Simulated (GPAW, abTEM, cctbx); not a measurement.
## YB3Te: the scripts behind a bonding study

Short scripts, each with its output. The cell comes from substitution in a known structure type and wasn't matched to any measured phase.

## 1. Relax the structure

```text
cell
1.0
     2.784500000    1.607631825    4.467666667
    -2.784500000    1.607631825    4.467666667
     0.000000000   -3.215263649    4.467666667
Te Y B
2 2 6
Direct
0.500000000 0.500000000 0.500000000
0.000000000 0.000000000 0.000000000
0.750000000 0.750000000 0.750000000
0.250000000 0.250000000 0.250000000
0.823900002 0.250000000 0.676099998
0.750000000 0.323900002 0.176099998
0.323900002 0.176099998 0.750000000
0.176099998 0.750000000 0.323900002
0.676099998 0.823900002 0.250000000
0.250000000 0.676099998 0.823900002
```

```python
from ase.constraints import FixSymmetry
from ase.filters import FrechetCellFilter
from ase.io import read, write
from ase.optimize import BFGS
from ase.parallel import parprint
from gpaw import GPAW, PW, FermiDirac

atoms = read("start.vasp")
atoms.set_constraint(FixSymmetry(atoms))
atoms.calc = GPAW(mode=PW(670), xc="PBE", kpts={"size": (4, 4, 4), "gamma": True},
                 occupations=FermiDirac(0.1), maxiter=120, symmetry={"tolerance": 1e-5}, txt="relax.txt")
BFGS(FrechetCellFilter(atoms), maxstep=0.15).run(fmax=0.03, steps=40)
parprint("cell  %.4f %.4f %.4f  %.2f %.2f %.2f" % tuple(atoms.cell.cellpar()))
parprint("volume %.3f A^3, largest force %.3f eV/A, largest stress %.2f GPa" % (atoms.get_volume(), abs(atoms.get_forces()).max(), 160.218 * abs(atoms.get_stress()).max()))
atoms.set_constraint()
write("relaxed.vasp", atoms, direct=True)
```

```console
$ OMP_NUM_THREADS=1 mpirun -n 4 gpaw python run.py > gpaw.log
```

```text
      Step        Energy          fmax
BFGS:    0      -33.775695        5.328517
BFGS:    1      -34.760129        4.941342
BFGS:    2      -36.469348        4.220513
BFGS:    3      -37.898522        3.556569
BFGS:    4      -39.075089        2.950940
BFGS:    5      -40.024507        2.399033
BFGS:    6      -40.769511        1.892863
BFGS:    7      -41.328273        1.424248
BFGS:    8      -41.716825        0.987240
BFGS:    9      -41.950803        0.584027
BFGS:   10      -42.050587        0.657951
BFGS:   11      -42.064837        0.727463
BFGS:   12      -42.095570        0.837688
BFGS:   13      -42.172712        1.031412
BFGS:   14      -42.284445        1.204896
BFGS:   15      -42.395219        1.304682
BFGS:   16      -42.508124        1.356511
BFGS:   17      -42.620916        1.363365
BFGS:   18      -42.732646        1.324611
BFGS:   19      -42.845272        1.243991
BFGS:   20      -42.962879        1.128612
BFGS:   21      -43.088696        0.983634
BFGS:   22      -43.222093        0.810247
BFGS:   23      -43.359418        0.607727
BFGS:   24      -43.488405        0.593493
BFGS:   25      -43.581746        0.490587
BFGS:   26      -43.610000        0.376695
BFGS:   27      -43.645101        0.281267
BFGS:   28      -43.681949        0.172519
BFGS:   29      -43.694878        0.047066
BFGS:   30      -43.696271        0.008333
cell  5.6075 5.6075 5.6075  74.65 74.65 74.65
volume 160.336 A^3, largest force 0.007 eV/A, largest stress 0.06 GPa
```

Time: 11 min on 4 cores of Arm Neoverse V1 (shared host), peak memory 1.7 GiB.

## 2. Build the all-electron density and subtract free atoms

```text
cell
1.0
     3.400097900    1.963047437    4.003674297
    -3.400097900    1.963047437    4.003674297
    -0.000000000   -3.926094873    4.003674297
Te Y B
2 2 6
Direct
0.500000000 0.500000010 0.500000000
0.000000000 0.000000000 0.000000000
0.750000000 0.750000010 0.750000000
0.250000000 0.250000010 0.250000000
0.864752370 0.250000000 0.635247630
0.750000000 0.364752360 0.135247630
0.364752370 0.135247620 0.750000000
0.135247630 0.749999990 0.364752370
0.635247630 0.864752370 0.250000000
0.250000000 0.635247630 0.864752370
```

```python
import numpy as np
from ase.io import read
from ase.units import Bohr
from gpaw import GPAW, PW, FermiDirac
from gpaw.calculator import GPAW as OldGPAW
from gpaw.mpi import serial_comm, world
from scipy.special import erfc
from scipy.spatial import cKDTree

atoms = read("cell.vasp")
atoms.calc = GPAW(mode=PW(550), xc="PBE", kpts={"size": (5, 5, 5), "gamma": True},
                 occupations=FermiDirac(0.1), maxiter=120, symmetry={"tolerance": 1e-5}, txt="scf.txt")
atoms.get_potential_energy()
rho = atoms.calc.get_all_electron_density(gridrefinement=2)
moments = atoms.get_magnetic_moments() if atoms.calc.get_number_of_spins() == 2 else np.zeros(len(atoms))
total = atoms.get_magnetic_moment() if moments.any() else 0.0
if world.rank == 0:
    free = OldGPAW(mode=PW(550), xc="PBE", txt=None, communicator=serial_comm)
    neutral = atoms.copy()
    neutral.set_initial_magnetic_moments(None)
    free.initialize(neutral)
    free.set_positions(neutral)
    drho = rho - free.get_all_electron_density(gridrefinement=2)
    # GPAW starts from confined atoms: exchange their smooth part for that of the datasets' free atoms
    h = np.stack(np.meshgrid(*[np.fft.fftfreq(n, 1 / n) for n in drho.shape], indexing="ij"), -1)
    gabs = np.linalg.norm(h @ atoms.cell.reciprocal(), axis=-1)
    tails = np.fft.fftn(free.get_pseudo_density(gridrefinement=2))
    g, form, v0 = np.linspace(0, gabs.max(), 1500), {}, 0
    for e in set(atoms.symbols):
        idx = atoms.symbols.search(e)
        d = free.setups[idx[0]].data
        r, w = d.rgd.r_g * Bohr, d.rgd.r_g**2 * d.rgd.dr_g
        j0 = np.sinc(2 * g[:, None] * r)
        smooth = sum(f * p**2 for f, p in zip(d.f_j, d.phit_jg)) + np.sqrt(4 * np.pi) * d.nct_g
        full = sum(f * p**2 for f, p in zip(d.f_j, d.phi_jg)) + np.sqrt(4 * np.pi) * d.nc_g
        phase = sum(np.exp(-2j * np.pi * h @ s) for s in atoms.get_scaled_positions()[idx])
        tails -= np.interp(gabs, g, j0 @ (smooth * w)) * phase * drho.size / atoms.get_volume()
        form[e] = j0 @ (full * w)
        v0 += 2 * np.pi / 3 * 14.3996 * (full * w * r**2).sum() * len(idx)  # V A^3
    tails *= 0.5 * erfc((gabs - 1.8) / 0.25)  # the tails differ at long wavelengths alone
    drho += np.fft.ifftn(tails).real  # crystal minus superposed spherical free atoms
    np.save("drho.npy", drho)
    dv = atoms.get_volume() / drho.size
    print("grid", drho.shape, " electrons %.3f" % (rho.sum() * dv), " moved by bonding %.3f e" % (abs(drho).sum() * dv / 2))
    pts = np.indices(drho.shape).reshape(3, -1).T / drho.shape @ atoms.cell
    shifts = (np.indices((3, 3, 3)).reshape(3, -1).T - 1) @ atoms.cell
    images = (atoms.positions[None] + shifts[:, None]).reshape(-1, 3)
    dist, idx = cKDTree(images).query(pts, k=4)
    out = drho.ravel()[dist[:, 0] > 0.5]
    print("deformation density beyond 0.5 A of the nuclei: max %.3f, min %.3f e/A^3" % (out.max(), out.min()))
    tie = dist < dist[:, :1] + 1e-4
    q = -np.bincount((idx % len(atoms))[tie], (drho.ravel()[:, None] / tie.sum(1, keepdims=True) * tie)[tie], len(atoms)) * dv
    print("atom        x       y       z   Voronoi charge  moment")
    for a, s, c, m in zip(atoms, atoms.get_scaled_positions(), q, moments):
        print("%-2s%-3d %7.4f %7.4f %7.4f %10.3f %10.2f" % (a.symbol, a.index + 1, *s, c, m))
    np.savez("free.npz", g=g, **form)
    print("mean inner potential of superposed free atoms %.3f V" % (v0 / atoms.get_volume()))
    print("total magnetic moment %.3f muB" % total)
```

```console
$ OMP_NUM_THREADS=1 mpirun -n 4 gpaw python run.py > gpaw.log
```

```text
grid (64, 64, 64)  electrons 212.000  moved by bonding 1.667 e
deformation density beyond 0.5 A of the nuclei: max 0.089, min -0.096 e/A^3
atom        x       y       z   Voronoi charge  moment
Te1    0.5000  0.5000  0.5000      0.368       0.00
Te2    0.0000  0.0000  0.0000      0.368       0.00
Y 3    0.7500  0.7500  0.7500      0.166       0.00
Y 4    0.2500  0.2500  0.2500      0.166       0.00
B 5    0.8648  0.2500  0.6352     -0.178       0.00
B 6    0.7500  0.3648  0.1352     -0.178       0.00
B 7    0.3648  0.1352  0.7500     -0.178       0.00
B 8    0.1352  0.7500  0.3648     -0.178       0.00
B 9    0.6352  0.8648  0.2500     -0.178       0.00
B 10   0.2500  0.6352  0.8648     -0.178       0.00
mean inner potential of superposed free atoms 18.942 V
total magnetic moment 0.000 muB
```

Time: 23 s.

## 3. Fourier-transform the difference

```python
from cctbx import adptbx, crystal, miller, xray
from cctbx.eltbx import tiny_pse
import numpy as np

cs = crystal.symmetry(unit_cell=(6.8002, 6.8002, 12.011, 90, 90, 120), space_group_symbol='Hall: -R 3 2"c')  # R-3c
atoms = [  # label, site, U (iso, or U11 U22 U33 U12 U13 U23 in A^2), occupancy
    ("Te1", (1/3, 2/3, 0.16667), 0.0000, 1),
    ("Y1", (1/3, 2/3, 0.41667), 0.0000, 1),
    ("B1", (0.61475, 0.61475, 0.25), 0.0000, 1),
]
xs = xray.structure(crystal_symmetry=cs)
for label, site, u, occ in atoms:
    u = adptbx.u_cif_as_u_star(cs.unit_cell(), u) if isinstance(u, tuple) else u
    xs.add_scatterer(xray.scatterer(label, site=site, u=u, occupancy=occ))
xs.scattering_type_registry(table="wk1995")
drho = np.load("drho.npy")
T = np.array([[1, -1, 0], [0, 1, -1], [1, 1, 1]])  # conventional axes in terms of the primitive ones
dF = np.fft.ifftn(drho) * 481.00929  # electrons a conventional cell, indexed by primitive hkl
ms = miller.build_set(cs, anomalous_flag=False, d_min=0.9).sort("resolution")
iam = ms.structure_factors_from_scatterers(xs, algorithm="direct").f_calc()
p1 = xs.expand_to_p1()
z = np.array([tiny_pse.table(sc.scattering_type).atomic_number() for sc in p1.scatterers()])
x = np.array(p1.sites_frac())
free = np.load("free.npz")
print("static structure factors of the conventional cell: F in electrons, V (Mott-Bethe) in volts")
print("   h  k  l      d  |F| table  |F| free   |F| DFT   change   |V| free  |V| DFT  change %")
for h, d, table in list(zip(ms.indices(), ms.d_spacings().data(), iam.data()))[:16]:
    df = dF[tuple(np.rint(np.linalg.solve(T, h)).astype(int))]
    phase = np.exp(2j * np.pi * x @ h)
    f = sum(np.interp(1 / d, free["g"], free[sc.scattering_type]) * p for sc, p in zip(p1.scatterers(), phase))
    fz = (z * phase).sum()
    c = 14.3996 * d * d / (np.pi * cs.unit_cell().volume())
    v0, v1 = abs(fz - f) * c, abs(fz - f - df) * c
    print("%4d%3d%3d %7.4f %9.3f %9.3f %9.3f %8.3f %9.3f %8.3f %8s" % (h + (d, abs(table), abs(f), abs(f + df), abs(f + df) - abs(f), v0, v1, "%.1f" % (100 * (v1 / v0 - 1)) if v0 > 0.02 else "-")))
```

```console
$ python run.py
```

```text
static structure factors of the conventional cell: F in electrons, V (Mott-Bethe) in volts
   h  k  l      d  |F| table  |F| free   |F| DFT   change   |V| free  |V| DFT  change %
   1  0 -2  4.2048    86.630    86.455    85.509   -0.947     1.114    1.274     14.3
   1  1  0  3.4001   440.753   441.102   439.341   -1.761     7.015    7.209      2.8
   1  0  4  2.6751   433.379   433.473   432.231   -1.242     6.646    6.730      1.3
   2  0  2  2.6439    45.840    46.037    45.746   -0.291     0.383    0.363     -5.1
   1  1  3  2.5916    38.494    38.594    40.541    1.947     1.969    1.844     -6.3
   2  1  1  2.1886    16.936    16.991    17.016    0.025     0.815    0.814     -0.1
   2  0 -4  2.1024   428.185   428.262   428.290    0.028     6.547    6.546     -0.0
   2  1 -2  2.0871    62.967    63.208    63.394    0.186     0.694    0.687     -1.1
   0  0  6  2.0018    20.431    20.491    19.566   -0.925     1.241    1.205     -2.8
   3  0  0  1.9630   428.874   429.002   428.911   -0.091     6.628    6.631      0.1
   2  1  4  1.7882   385.648   385.717   385.868    0.151     4.825    4.820     -0.1
   1  1  6  1.7251    74.959    74.995    74.701   -0.295     1.254    1.262      0.7
   2  2  0  1.7000   369.997   370.063   369.802   -0.262     4.259    4.266      0.2
   2  1 -5  1.6327    13.598    13.636    13.825    0.188     0.539    0.534     -0.9
   3  1 -1  1.6185    20.309    20.366    19.676   -0.689     0.798    0.815      2.2
   3  1  2  1.5761    69.634    69.523    68.750   -0.773     1.024    1.043      1.8
```

Time: 0.29 s on 1 core of Arm Neoverse V1 (shared host), peak memory 0.09 GiB.

## 4. Rock the beam across one reflection

```python
import abtem
import numpy as np
from ase.build import make_supercell
from ase.io import read

abtem.config.set({"dask.lazy": False, "fft": "fftw", "diagnostics.progress_bar": False})
M = [[0, -1, 1], [2, -1, -1], [1, 1, 1]]  # rows: x, y and beam direction in the primitive cell's axes
unit = make_supercell(read("cell.vasp"), M)
unit.set_cell(list(unit.cell.lengths()) + [90, 90, 90], scale_atoms=True)
unit.positions[:, 2] += 1.5014  # keeps atomic planes off the slice boundaries
unit.wrap()
slab = unit * (1, 1, 40)
print(slab.get_chemical_formula(), "| box %.2f x %.2f x %.2f A" % tuple(slab.cell.lengths()))

# change of the potential by bonding, from the DFT deformation density (Poisson's equation term by term)
drho = np.load("drho.npy")
prim = read("cell.vasp")
h = np.stack(np.meshgrid(*[np.fft.fftfreq(n, 1 / n) for n in drho.shape], indexing="ij"), -1).reshape(-1, 3).astype(int)
g2 = ((h @ prim.cell.reciprocal()) ** 2).sum(1)
keep = (g2 > 0) & (g2 < 2.5**2)
shape = (152, 262, 66)
vg = np.zeros(shape, complex)
hm = h[keep] @ np.array(M).T
move = np.exp(-2j * np.pi * hm[:, 2] * (1.5014 / unit.cell[2, 2] - 0.5 / shape[2]))  # the same shift, sampled at mid-points
vg[tuple(hm.T % np.array(shape)[:, None])] = -14.3996 / np.pi * (np.fft.fftn(drho).ravel() / drho.size)[keep] / g2[keep] * move
dV = np.fft.ifftn(vg).real * vg.size
dV = dV.reshape(152, 262, 6, 11).mean(3) * unit.cell[2, 2] / 6  # V A, projected in each slice
dV = np.tile(dV.transpose(2, 0, 1), (40, 1, 1))


def build(atoms):
    p = abtem.Potential(atoms, gpts=(152, 262), slice_thickness=[slab.cell[2, 2] / 240] * 240,
                        parametrization="lobato", projection="infinite", exit_planes=60).build()
    p.array[:] += BONDING * dV
    return p


def potentials():
    yield build(slab)  # atoms at rest


for label, BONDING in (("IAM", 0.0), ("DFT", 1.0)):
    print("=====", label)
    potential = build(slab)
    print("grid", potential.gpts, "slices", potential.num_slices)
    thickness = potential.exit_thicknesses
    h = np.array(M) @ np.linalg.solve(np.array([[1, -1, 0], [0, 1, -1], [1, 1, 1]]), [1, 1, 0])
    ix, iy = round(h[0]) * 1, round(h[1]) * 1
    gxy = h[:2] / unit.cell.lengths()[:2]
    along = gxy / np.hypot(*gxy)
    across = np.array([-along[1], along[0]])
    bragg = 500 * abtem.PlaneWave(energy=200000).wavelength * np.hypot(*gxy)
    print("Bragg angle %.3f mrad; beam tilted 46 mrad off the zone axis across the row" % bragg)
    print("dark-field intensity of 1 1 0 against tilt along the row, in Bragg angles")
    print("  t (A)" + "".join("%8.2f" % s for s in [0.2, 0.4, 0.6, 0.8, 1.0, 1.2, 1.4, 1.6, 1.8, 2.0, 2.2, 2.4, 2.6]))
    rows = []
    row = [(n * ix, n * iy) for n in range(-8, 9)]
    for s in [0.2, 0.4, 0.6, 0.8, 1.0, 1.2, 1.4, 1.6, 1.8, 2.0, 2.2, 2.4, 2.6]:
        tilt = -s * bragg * along + 46 * across
        dp = abtem.PlaneWave(energy=200000, tilt=tuple(tilt)).multislice(potential).diffraction_patterns(max_angle="valid").array
        rows.append(dp[:, dp.shape[1] // 2 + ix, dp.shape[2] // 2 + iy])
        if s == 1.0:
            cx, cy = dp.shape[1] // 2, dp.shape[2] // 2
            share = sum(dp[:, cx + i, cy + j] for i, j in row if abs(i) < cx and abs(j) < cy) / dp.sum(axis=(1, 2))
            total = dp.sum(axis=(1, 2))
    for t, a in list(zip(thickness, np.array(rows).T))[1:]:
        print("%7.1f" % t + "".join("%8.4f" % v for v in a))
    print("at the Bragg tilt, share in the row:", share[1:].round(3).tolist(), "total:", total[1:].round(3).tolist())
```

```console
$ python run.py
```

```text
B1440Te480Y480 | box 6.80 x 11.78 x 480.44 A
===== IAM
grid (152, 262) slices 240
Bragg angle 3.688 mrad; beam tilted 46 mrad off the zone axis across the row
dark-field intensity of 1 1 0 against tilt along the row, in Bragg angles
  t (A)    0.20    0.40    0.60    0.80    1.00    1.20    1.40    1.60    1.80    2.00    2.20    2.40    2.60
  120.1  0.1666  0.1745  0.1809  0.1852  0.1868  0.1853  0.1813  0.1752  0.1675  0.1589  0.1503  0.1414  0.1321
  240.2  0.3180  0.3677  0.4120  0.4488  0.4632  0.4493  0.4124  0.3688  0.3198  0.2609  0.2072  0.1645  0.1335
  360.3  0.1163  0.1705  0.3025  0.4936  0.5846  0.4988  0.3071  0.1705  0.1155  0.0503  0.0260  0.0652  0.0898
  480.4  0.0085  0.0457  0.1790  0.3267  0.3441  0.3299  0.1862  0.0490  0.0094  0.0440  0.1487  0.1950  0.1266
at the Bragg tilt, share in the row: [0.75, 0.6370000243186951, 0.6919999718666077, 0.609000027179718] total: [0.996999979019165, 0.9950000047683716, 0.9929999709129333, 0.9900000095367432]
===== DFT
grid (152, 262) slices 240
Bragg angle 3.688 mrad; beam tilted 46 mrad off the zone axis across the row
dark-field intensity of 1 1 0 against tilt along the row, in Bragg angles
  t (A)    0.20    0.40    0.60    0.80    1.00    1.20    1.40    1.60    1.80    2.00    2.20    2.40    2.60
  120.1  0.1723  0.1806  0.1872  0.1916  0.1933  0.1918  0.1875  0.1811  0.1731  0.1642  0.1554  0.1463  0.1367
  240.2  0.3130  0.3650  0.4119  0.4505  0.4655  0.4510  0.4123  0.3660  0.3146  0.2551  0.2030  0.1628  0.1342
  360.3  0.0967  0.1521  0.2882  0.4782  0.5666  0.4833  0.2930  0.1524  0.0961  0.0377  0.0239  0.0711  0.0965
  480.4  0.0116  0.0498  0.1725  0.3027  0.3199  0.3055  0.1795  0.0534  0.0129  0.0587  0.1729  0.2143  0.1404
at the Bragg tilt, share in the row: [0.7459999918937683, 0.6349999904632568, 0.6850000023841858, 0.5989999771118164] total: [0.996999979019165, 0.9950000047683716, 0.9929999709129333, 0.9900000095367432]
```

Time: 54 s.

[Outputs are excerpts: Python notices, other lines and further rows are left out; steps that failed or that the build refused (PBEsol, TPSS) are not shown.]

[Logs are printed without paths, hosts, clocks, repeated set-up lines and the standing remarks that a program may print on its own settings, such as how far it seeks lower states.]
